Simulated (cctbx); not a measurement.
**Symmetry from intensities**

Cell: a = 6.8110 Å, b = 9.7110 Å, c = 6.5910 Å, α = 90.00°, β = 90.00°, γ = 90.00°. Expected content of the cell: Ag4 Co4 Cl12.

Simulated single-crystal data (cctbx): synchrotron X-rays, λ = 0.6889 Å, to d = 0.77 Å, 70 % of the full sphere, strongest reflection 40000 counts, noise from counting, a 1.5 % proportional error and a noise floor of 4 counts (s.d.); no absorption.

Tests on the unmerged data give:

```text
2777 reflections to d = 0.771 A
centring   violations  <I/sigma> of those
    A       1081 of  1387     19.9
    B        942 of  1377     11.0
    C       1073 of  1368     19.8
    I       1078 of  1418     19.4
    R       1461 of  1881     19.6
    F       1548 of  2066     16.9
Laue class    unique    Rint  (classes that these axes allow; Friedel mates merged)
P -1             1842   0.015
P 1 2/m 1        1051   0.017
P 1 1 2/m        1075   0.017
P 2/m 1 1        1073   0.017
P m m m           623   0.019
space group    extra absences  I>4sigma  <I/sigma>
P 2 2 2                 0          0         -  acentric
P 2 2 21                6          0       0.3  acentric
P 21 2 2                7          0       0.6  acentric
P 2 21 2               11          0      -0.7  acentric
P 21 21 2              18          0      -0.2  acentric
P 2 21 21              17          0      -0.4  acentric
P 21 2 21              13          0       0.5  acentric
P 21 21 21             24          0      -0.1  acentric
P m m 2                 0          0         -  acentric
P 2 m m                 0          0         -  acentric
P m 2 m                 0          0         -  acentric
P 21 m a              132          0       0.0  acentric
P m 2 a               132          0       0.0  acentric
P n m 21              114          0       0.1  acentric
P n 21 m              114          0       0.1  acentric
P n 21 a              246          0       0.0  acentric
P m m m                 0          0         -  centric
P m m a               132          0       0.0  centric
P n m m :1            114          0       0.1  centric
P n m m :2            114          0       0.1  centric
P n m a               246          0       0.0  centric
Wilson B = 0.87 A^2   <|E^2-1|> = 0.979 (0.968 centric, 0.736 acentric)   E^2>4: 3.6 %
shell (A)         n   <I/sigma>
 9.71 - 1.54     94     42.1
 1.54 - 1.22     80     43.6
 1.22 - 1.07     75     43.7
 1.07 - 0.97     72     34.2
 0.97 - 0.90     79     36.0
 0.90 - 0.85     69     32.8
 0.85 - 0.81     79     33.6
 0.81 - 0.77     75     30.3
```

**Question.** What are the lattice type, the Laue class and the likely space group?

Every centring test has many violations, so the lattice is primitive.

Rint stays low (0.015 to 0.019) up to P m m m, the highest class in these axes.

21 settings pass the absence test. The most absences obeyed, 246, belong to P n 21 a and P n m a, which absences can't tell apart.

⟨|E²−1|⟩ = 0.979 leans to a centrosymmetric structure. The Wilson B of 0.87 Å² means U ≈ 0.0110 Å².

The true group is Pnma (no. 62), Laue class mmm, centrosymmetric. The tables only narrow the choice to the tied entries; cell content, site symmetry and trial solutions must settle it.

The model is made up (kin elements in a known structure type, no relaxation), so it says nothing on whether the phase exists.

[Logs are printed without paths, hosts, clocks, repeated set-up lines and the standing remarks that a program may print on its own settings, such as how far it seeks lower states.]
